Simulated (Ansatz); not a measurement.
# BP (F-43m): a volume series of phonon spectra, part 3 of 4

Wanted: mode Grüneisen parameters of BP and a free-energy fit over volumes.

What experiment has found for this phase:
- volume expansion coefficient 9.6 1e-6/K near room temperature (given in “Thermal expansion coefficients of high thermal conducting BAs and BP materials (three times its linear coefficient)”, 2019, arxiv:1906.04101)

Ansatz 0.2.0; DFT LDA, scalar-relativistic, plane waves, PAW.

So far, highest frequency (cm⁻¹): step 5 (lattice dynamics at this volume, V/V0 1) 829.

### 8. A cell at another volume, V/V0 0.985

Symmetry fixes every atom, so a single point at the scaled cell gives the energy and pressure of this member.

The cell differs from the one that the last finished run ended in (a 3.191 → 3.159 Å, b 3.191 → 3.159 Å, c 3.191 → 3.159 Å).

File input.yaml:

```yaml
crystal:
  lattice:
    - [0.0, 2.2339360592, 2.2339360592]
    - [2.2339360592, 0.0, 2.2339360592]
    - [2.2339360592, 2.2339360592, 0.0]
  atoms:
    - { symbol: B, position: [0.0, 0.0, 0.0] }
    - { symbol: P, position: [0.25, 0.25, 0.25] }
kpoints:
  mp_grid: { grid: [12, 12, 12] }
hamiltonian:
  xc: lda
scf:
  occupations: { method: fixed }
output:
  forces: true
  stress: true
  eigenvalues: true
```

On the command line:

```sh
$ ansatz run input.yaml --threads 4 --pin off --max-ram 16384MiB --backend cpu --events-out ev --progress --plain --runs-dir out
```

Numbers of over 12 decimals in the logs are rounded to 6 here.

Output:

```text
[...]
Crystal: 2 atoms, lattice volume = 22.297 Å³
Basis set: ecut = 420 eV, 411 PW (Γ)
Bands: 8, of which v1, the nominal top of the filled ones, is band 4 counted from 1 (3 counted from 0)
Symmetry: 24 space group operations
[...]
k-points: 72 of 1728 (time reversal used)
[...]
Free energy (F): -876.635096 eV
[...]
Internal energy: -876.635096 eV  (E = F + TS)
E sigma→0 (E₀):  -876.635096 eV
Fermi energy:    9.700590 eV
[...]
--- Stress (GPa, compression-positive) ---
        2.734213       0.000000      -0.000000
       -0.000000       2.734213       0.000000
       -0.000000       0.000000       2.734213
  P = ⅓ Tr σ = 2.7342 GPa (27.342 kbar)
--- Band table (eV; the first three rows and the last of 72) ---
[...]
[key lines of the parts left out:]
SCF converged after 6 iterations
```

Run time: 0.49 s. Hardware: 4 threads of Arm Neoverse V2, shared host; peak memory 0.26 GiB; 1.5 s of CPU time.

The run ends at a pressure of 2.73 GPa.

### 9. Lattice dynamics at this volume, V/V0 0.985

Phonons at this volume give one point of F(V, T); meshes stay fixed along the series.

input.yaml, the sections that differ from step 8:

```yaml
output:
  eigenvalues: true
phonons:
  method: dfpt
  dielectric: true
  rigid_motions: translations
  qmesh: [4, 4, 4]
  temperatures: { t_max: 1000, t_step: 50 }
  qpath:
    path:
      - [[0.0, 0.0, 0.0], [-0.5, -0.5, 0.0], [-0.375, -0.375, 0.25]]
      - [[-0.375, 0.0, 0.375], [0.0, 0.0, 0.0], [0.0, 0.0, 0.5], [-0.5, -0.25, 0.25], [-0.5, -0.5, 0.0]]
    npoints: 10
# crystal, kpoints, hamiltonian, scf: as in step 8
```

Output:

```text
[...]
Crystal: 2 atoms, lattice volume = 22.297 Å³
Basis set: ecut = 420 eV, 411 PW (Γ), exchange–correlation on 48×48×48 points (8 copies of the dense FFT grid, shifted against one another)
Bands: 8, of which v1, the nominal top of the filled ones, is band 4 counted from 1 (3 counted from 0)
Symmetry: 24 space group operations
[...]
optical modes at Γ + LO–TO along q̂ = [0.0000, 1.0000, 0.0000]:
      ω (cm⁻¹)  modes    IR ((D/Å)²/amu)
        833.29      2             2.7347
        841.80      1             1.3674
  optical modes at Γ + LO–TO along q̂ = [0.0000, 0.0000, 1.0000]:
      ω (cm⁻¹)  modes    IR ((D/Å)²/amu)
        833.29      2             2.7347
        841.80      1             1.3674
--- Phonons (arbitrary-q DFPT): 8 irreducible q on the 4×4×4 mesh ---
[...]
interpolated dispersion: 63 rows × 6 modes
[...]
[key lines of the parts left out:]
SCF converged after 8 iterations
Free energy (F): -876.635096 eV
Fermi energy:    9.700525 eV
```

It took 48 s on 4 threads; peak memory 1 GiB.

No mode is imaginary beyond numerical noise at the solved wavevectors. The highest zone-centre mode (no LO–TO term) moved by +1.5 % for a volume change of -1.5 %.

### 10. A cell at another volume, V/V0 1.03

Symmetry fixes every atom, so a single point at the scaled cell gives the energy and pressure of this member.

input.yaml, the sections that differ from step 9:

```yaml
crystal:
  lattice:
    - [0.0, 2.2674500904, 2.2674500904]
    - [2.2674500904, 0.0, 2.2674500904]
    - [2.2674500904, 2.2674500904, 0.0]
  atoms:
    - { symbol: B, position: [0.0, 0.0, 0.0] }
    - { symbol: P, position: [0.25, 0.25, 0.25] }
output:
  forces: true
  stress: true
  eigenvalues: true
# kpoints, hamiltonian, scf: as in step 9
# phonons: removed
```

Output:

```text
[...]
Crystal: 2 atoms, lattice volume = 23.315 Å³
Basis set: ecut = 420 eV, 459 PW (Γ)
Bands: 8, of which v1, the nominal top of the filled ones, is band 4 counted from 1 (3 counted from 0)
Symmetry: 24 space group operations
[...]
k-points: 72 of 1728 (time reversal used)
[...]
Free energy (F): -876.627310 eV
[...]
Internal energy: -876.627310 eV  (E = F + TS)
E sigma→0 (E₀):  -876.627310 eV
Fermi energy:    9.083088 eV
[...]
--- Stress (GPa, compression-positive) ---
       -4.908975       0.000000      -0.000000
        0.000000      -4.908975       0.000000
       -0.000000       0.000000      -4.908975
  P = ⅓ Tr σ = -4.9090 GPa (-49.090 kbar)
--- Band table (eV; the first three rows and the last of 72) ---
[...]
[key lines of the parts left out:]
SCF converged after 6 iterations
```

It took 0.46 s on 4 threads; peak memory 0.27 GiB; 1.4 s of CPU time.

The run ends at a pressure of -4.91 GPa.

### 11. Lattice dynamics at this volume, V/V0 1.03

The same q-mesh and k-mesh are kept at every volume, so that much of their error can cancel in the differences.

input.yaml, the sections that differ from step 10:

```yaml
output:
  eigenvalues: true
phonons:
  method: dfpt
  dielectric: true
  rigid_motions: translations
  qmesh: [4, 4, 4]
  temperatures: { t_max: 1000, t_step: 50 }
  qpath:
    path:
      - [[0.0, 0.0, 0.0], [-0.5, -0.5, 0.0], [-0.375, -0.375, 0.25]]
      - [[-0.375, 0.0, 0.375], [0.0, 0.0, 0.0], [0.0, 0.0, 0.5], [-0.5, -0.25, 0.25], [-0.5, -0.5, 0.0]]
    npoints: 10
# crystal, kpoints, hamiltonian, scf: as in step 10
```

Output:

```text
[...]
Crystal: 2 atoms, lattice volume = 23.315 Å³
Basis set: ecut = 420 eV, 459 PW (Γ), exchange–correlation on 48×48×48 points (8 copies of the dense FFT grid, shifted against one another)
Bands: 8, of which v1, the nominal top of the filled ones, is band 4 counted from 1 (3 counted from 0)
Symmetry: 24 space group operations
[...]
optical modes at Γ + LO–TO along q̂ = [0.0000, 1.0000, 0.0000]:
      ω (cm⁻¹)  modes    IR ((D/Å)²/amu)
        796.50      2             1.7059
        801.81      1             0.8529
  optical modes at Γ + LO–TO along q̂ = [0.0000, 0.0000, 1.0000]:
      ω (cm⁻¹)  modes    IR ((D/Å)²/amu)
        796.50      2             1.7059
        801.81      1             0.8529
--- Phonons (arbitrary-q DFPT): 8 irreducible q on the 4×4×4 mesh ---
[...]
interpolated dispersion: 63 rows × 6 modes
[...]
[key lines of the parts left out:]
SCF converged after 7 iterations
Free energy (F): -876.627310 eV
Fermi energy:    9.083079 eV
```

Elapsed: 49 s, on 4 threads; peak memory 1.1 GiB.

LO-TO term included. The phonon branches at the labelled points (cm⁻¹):

```
    point  branch 1  branch 2  branch 3  branch 4  branch 5  branch 6
        Γ         0         0         0       796       796       802
  halfway       238       238       358       738       738       798
        X       313       313       522       698       698       780
  halfway       313       343       507       687       699       778
        U       309       399       467       665       703       778
jump to K       309       399       467       665       703       778
  halfway       215       279       353       747       753       778
        Γ         0         0         0       796       796       802
  halfway       178       178       341       768       768       784
        L       224       224       502       750       755       755
  halfway       287       342       468       685       725       774
        W       366       413       431       659       698       770
  halfway       339       347       493       680       698       775
        X       313       313       522       698       698       780
```

The phonon branches as a text plot (rows in cm⁻¹):

```
    786 |*************************************      *************
    752 |    ***               ***          *********
    719 |       **        ******                   ******
    686 |         ********  ***                      *** ********
    652 |                ***                            *****
    619 |
    585 |
    552 |
    518 |           ****                         *            ***
    485 |         **    **                     ** ****       *
    451 |        *        **                  *       ***  **
    418 |       *          ****                          ***
    385 |                ** *  *             *         **   *
    351 |      *       **    ** *           *         *  ******
    318 |         **********   * *                   * **     ***
    284 |    ** **          *** *          *        * *
    251 |      *               *  **               ***
    217 |   *                   **        *   *****
    184 |    **                  ****       **
    150 |  **                     **     * *
    117 |  *                        *     *
     84 | *                         **  **
     50 | *                          *  *
     17 |*                            **
         Γ           X  U|K            Γ         L        W     X
```

No mode is imaginary beyond numerical noise at the solved wavevectors. The highest zone-centre mode (no LO–TO term) moved by -2.9 % for a volume change of +3.0 %.

### 12. Single point at a scaled cell, V/V0 0.97

Symmetry fixes every atom, so a single point at the scaled cell gives the energy and pressure of this member.

The cell differs from the one that the last finished run ended in (a 3.207 → 3.143 Å, b 3.207 → 3.143 Å, c 3.207 → 3.143 Å).

input.yaml, the sections that differ from step 11:

```yaml
crystal:
  lattice:
    - [0.0, 2.2225382279, 2.2225382279]
    - [2.2225382279, 0.0, 2.2225382279]
    - [2.2225382279, 2.2225382279, 0.0]
  atoms:
    - { symbol: B, position: [0.0, 0.0, 0.0] }
    - { symbol: P, position: [0.25, 0.25, 0.25] }
output:
  forces: true
  stress: true
  eigenvalues: true
  write_density: true
  write_potential: true
  elf: true
  volumetric_format: npy
# kpoints, hamiltonian, scf: as in step 11
# phonons: removed
```

Output:

```text
[...]
Crystal: 2 atoms, lattice volume = 21.957 Å³
Basis set: ecut = 420 eV, 411 PW (Γ)
Bands: 8, of which v1, the nominal top of the filled ones, is band 4 counted from 1 (3 counted from 0)
Symmetry: 24 space group operations
[...]
k-points: 72 of 1728 (time reversal used)
[...]
Free energy (F): -876.626223 eV
[...]
Internal energy: -876.626223 eV  (E = F + TS)
E sigma→0 (E₀):  -876.626223 eV
Fermi energy:    9.916679 eV
[...]
--- Stress (GPa, compression-positive) ---
        5.665394      -0.000000      -0.000000
       -0.000000       5.665394       0.000000
       -0.000000       0.000000       5.665394
  P = ⅓ Tr σ = 5.6654 GPa (56.654 kbar)
--- Band table (eV; the first three rows and the last of 72) ---
[...]
[key lines of the parts left out:]
SCF converged after 6 iterations
```

It took 0.6 s on 4 threads; peak memory 0.28 GiB; 1.9 s of CPU time.

The run ends at a pressure of 5.67 GPa.

### 13. Lattice dynamics at this volume, V/V0 0.97

Phonons at this volume give one point of F(V, T); meshes stay fixed along the series.

input.yaml, the sections that differ from step 12:

```yaml
output:
  eigenvalues: true
phonons:
  method: dfpt
  dielectric: true
  rigid_motions: translations
  qmesh: [4, 4, 4]
  temperatures: { t_max: 1000, t_step: 50 }
  qpath:
    path:
      - [[0.0, 0.0, 0.0], [-0.5, -0.5, 0.0], [-0.375, -0.375, 0.25]]
      - [[-0.375, 0.0, 0.375], [0.0, 0.0, 0.0], [0.0, 0.0, 0.5], [-0.5, -0.25, 0.25], [-0.5, -0.5, 0.0]]
    npoints: 10
# crystal, kpoints, hamiltonian, scf: as in step 12
```

Output:

```text
[...]
Crystal: 2 atoms, lattice volume = 21.957 Å³
Basis set: ecut = 420 eV, 411 PW (Γ), exchange–correlation on 48×48×48 points (8 copies of the dense FFT grid, shifted against one another)
Bands: 8, of which v1, the nominal top of the filled ones, is band 4 counted from 1 (3 counted from 0)
Symmetry: 24 space group operations
[...]
optical modes at Γ + LO–TO along q̂ = [0.0000, 1.0000, 0.0000]:
      ω (cm⁻¹)  modes    IR ((D/Å)²/amu)
        846.22      2             3.1481
        856.02      1             1.5740
  optical modes at Γ + LO–TO along q̂ = [0.0000, 0.0000, 1.0000]:
      ω (cm⁻¹)  modes    IR ((D/Å)²/amu)
        846.22      2             3.1481
        856.02      1             1.5740
--- Phonons (arbitrary-q DFPT): 8 irreducible q on the 4×4×4 mesh ---
[...]
interpolated dispersion: 63 rows × 6 modes
[...]
[key lines of the parts left out:]
SCF converged after 8 iterations
Free energy (F): -876.626223 eV
Fermi energy:    9.916699 eV
```

Wall time 47 s (4 threads); peak memory 1 GiB.

LO-TO term included. The phonon branches at the labelled points (cm⁻¹):

```
    point  branch 1  branch 2  branch 3  branch 4  branch 5  branch 6
        Γ         0         0         0       846       846       856
  halfway       242       242       379       794       794       850
        X       310       310       552       762       762       830
  halfway       311       345       535       747       762       833
        U       308       409       493       721       764       839
jump to K       308       409       493       721       764       839
  halfway       216       289       374       798       807       835
        Γ         0         0         0       846       846       856
  halfway       179       179       364       822       822       837
        L       221       221       533       802       811       811
  halfway       288       352       493       738       783       836
        W       373       420       458       710       762       834
  halfway       340       351       520       736       762       833
        X       310       310       552       762       762       830
```

The phonon branches as a text plot (rows in cm⁻¹):

```
    839 |*************************************     **************
    803 |    ***               ***           *********
    767 |       ****************                   **************
    732 |              ********                       ***   ***
    696 |                                                ***
    660 |
    624 |
    589 |
    553 |           ****                                       **
    517 |         **    **                     *******       **
    482 |        *        **                  *       ***  **
    446 |       *          ****                          **
    410 |                ** *  *             *          ****
    375 |      *        *    ** *           *          * *****
    339 |              *       * *                    * *    **
    303 |    **  ************   *          *         ***       **
    268 |       *            **   **               ***
    232 |   *  *               ***        *    ******
    196 |    **                  ****       ***
    161 |  **                            * *
    125 |  *                      ***     *
     89 | *                         **  **
     54 | *                          *  *
     18 |*                            **
         Γ           X  U|K            Γ         L        W     X
```

No mode is imaginary beyond numerical noise at the solved wavevectors. The highest zone-centre mode (no LO–TO term) moved by +3.1 % for a volume change of -3.0 %.

### 14. A cell at another volume, V/V0 1.05

Symmetry fixes every atom, so a single point at the scaled cell gives the energy and pressure of this member.

The cell differs from the one that the last finished run ended in (a 3.143 → 3.227 Å, b 3.143 → 3.227 Å, c 3.143 → 3.227 Å).

input.yaml, the sections that differ from step 13:

```yaml
crystal:
  lattice:
    - [0.0, 2.2820321638, 2.2820321638]
    - [2.2820321638, 0.0, 2.2820321638]
    - [2.2820321638, 2.2820321638, 0.0]
  atoms:
    - { symbol: B, position: [0.0, 0.0, 0.0] }
    - { symbol: P, position: [0.25, 0.25, 0.25] }
output:
  forces: true
  stress: true
  eigenvalues: true
# kpoints, hamiltonian, scf: as in step 13
# phonons: removed
```

Output:

```text
[...]
Crystal: 2 atoms, lattice volume = 23.768 Å³
Basis set: ecut = 420 eV, 459 PW (Γ)
Bands: 8, of which v1, the nominal top of the filled ones, is band 4 counted from 1 (3 counted from 0)
Symmetry: 24 space group operations
[...]
k-points: 72 of 1728 (time reversal used)
[...]
Free energy (F): -876.609267 eV
[...]
Internal energy: -876.609267 eV  (E = F + TS)
E sigma→0 (E₀):  -876.609267 eV
Fermi energy:    8.823607 eV
[...]
--- Stress (GPa, compression-positive) ---
       -7.813454      -0.000000      -0.000000
       -0.000000      -7.813454       0.000000
       -0.000000       0.000000      -7.813454
  P = ⅓ Tr σ = -7.8135 GPa (-78.135 kbar)
--- Band table (eV; the first three rows and the last of 72) ---
[...]
[key lines of the parts left out:]
SCF converged after 6 iterations
```

The job ended after 0.47 s (4 threads; peak memory 0.27 GiB).

The run ends at a pressure of -7.81 GPa.

(Continued in part 4 of 4.)

[Logs are printed without paths, hosts, clocks, repeated set-up lines and the standing remarks that a program may print on its own settings, such as how far it seeks lower states.]

[Hosts, paths, dates, database ids (printed as entryN), source tags and the programs' standing remarks are cut or masked in the printed files.]

[A step with changed settings may run another functional than the one named; its input shows which.]

[Of the runs on displaced cells, only some may be shown.]
